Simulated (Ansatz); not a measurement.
# Generalised stacking fault on (111) (glide set) of a Ge-Si solid solution: relaxed series by slip in units of 1/2[11-2]

How do bond lengths and Kohn-Sham gap change along the series, after relaxation, and how far does the answer hang on the functional?

Calculated with Ansatz 0.2.0: Kohn-Sham DFT, PBE, PAW (set soft_2), plane waves; cutoff 420 eV, fermi-dirac smearing of 0.025 eV. The atoms of each member were relaxed at this level, along the normal alone, then solved at fixed geometry at the other levels. Cutoffs: 420 eV for PBE and PBEsol; 500 eV for r2SCAN.

In doubt: the hybrid run may have settled on a false gap or state (in some of the runs), so the values of those runs are not to be relied on; a hybrid run on one k-point (in some of the runs), which bears on gaps, levels and energies.

First member, as built: diamond-structure Ge (a = 5.5919 Å), cell with z along [111], 1 x 3 x 2 periods; the third cell vector is tilted by 0.083 of 1/2[11-2] and lengthened by 0.2 Å, so the cell holds one fault (glide set); displaced by a Gaussian of 0.01 Å; 21 of 72 Ge sites given to Si at random (lattice constant by Vegard's rule between Ge and Si).

Last member, as built: diamond-structure Ge (a = 5.5919 Å), cell with z along [111], 1 x 3 x 2 periods; the third cell vector is tilted by 0.917 of 1/2[11-2] and lengthened by 0.2 Å, so the cell holds one fault (glide set); displaced by a Gaussian of 0.01 Å; 21 of 72 Ge sites given to Si at random (lattice constant by Vegard's rule between Ge and Si).

**Members**

| slip in units of 1/2[11-2] | formula | k-mesh | relaxation steps | r.m.s. move (Å) |
| --- | --- | --- | --- | --- |
| 0.0833 | Si21Ge51 | 2×1×1 | 3 | 0.05 |
| 0.1667 | Si21Ge51 | 2×1×1 | 4 | 0.05 |
| 0.4167 | Si21Ge51 | 2×1×1 | 5 | 0.07 |
| 0.9167 | Si21Ge51 | 3×1×1 | 5 | 0.06 |

**Bond lengths**

Mean bond lengths after relaxation, in Å; a dash marks fewer than three bonds of that kind, or a pair for which no cutoff was found in that cell:

| slip in units of 1/2[11-2] | Ge-Ge | Ge-Si | Si-Si |
| --- | --- | --- | --- |
| 0.0833 | 2.432 | 2.392 | 2.361 |
| 0.1667 | 2.427 | 2.385 | 2.350 |
| 0.4167 | 2.418 | 2.382 | 2.331 |
| 0.9167 | 2.419 | 2.382 | 2.326 |

**Kohn-Sham gap**

Highest filled to lowest empty Kohn-Sham level on each run's k-points, in eV; a dash marks a run that is missing or shows no clear gap:

| slip in units of 1/2[11-2] | PBE | PBE, denser mesh |
| --- | --- | --- |
| 0.0833 | 0.211 | - |
| 0.1667 | 0.187 | - |
| 0.4167 | 0.121 | - |
| 0.9167 | - | - |

Meshes: PBE 2×1×1 and 3×1×1; PBE, denser mesh 4×2×1.

**Findings**

At 0.0833 (0.21 eV on the first mesh, -0.40 eV on the denser), 0.1667 (0.19 eV on the first mesh, -0.65 eV on the denser) and 0.4167 (0.12 eV on the first mesh, -0.13 eV on the denser) the denser mesh shrinks or closes the gap, so the values on the first mesh there, HSE06's too, aren't the cell's gap. Over the members that hold them, Ge-Ge spans 2.418 to 2.432 Å, Ge-Si spans 2.382 to 2.392 Å and Si-Si spans 2.326 to 2.361 Å.

Limits: 3 converged runs are left out of the tables as doubtful: HSE06 on 1×1×1 at 0.1667 (the hybrid may have settled on a false gap or state), HSE06 on 1×1×1 at 0.0833 (the hybrid may have settled on a false gap or state) and HSE06 on 1×1×1 at 0.4167 (the hybrid may have settled on a false gap or state). One arrangement of atoms a member. All levels share the geometry relaxed with PBE. Semilocal functionals tend to put gaps under measured ones. In some runs the program notes that it cut back its work space to fit the memory limit. Spin–orbit coupling is left out; it splits the top valence bands of compounds with Ge, As, Se, Sb or Te and narrows their gaps.

[Hosts, paths, dates, database ids (printed as entryN), source tags and the programs' standing remarks are cut or masked in the printed files.]
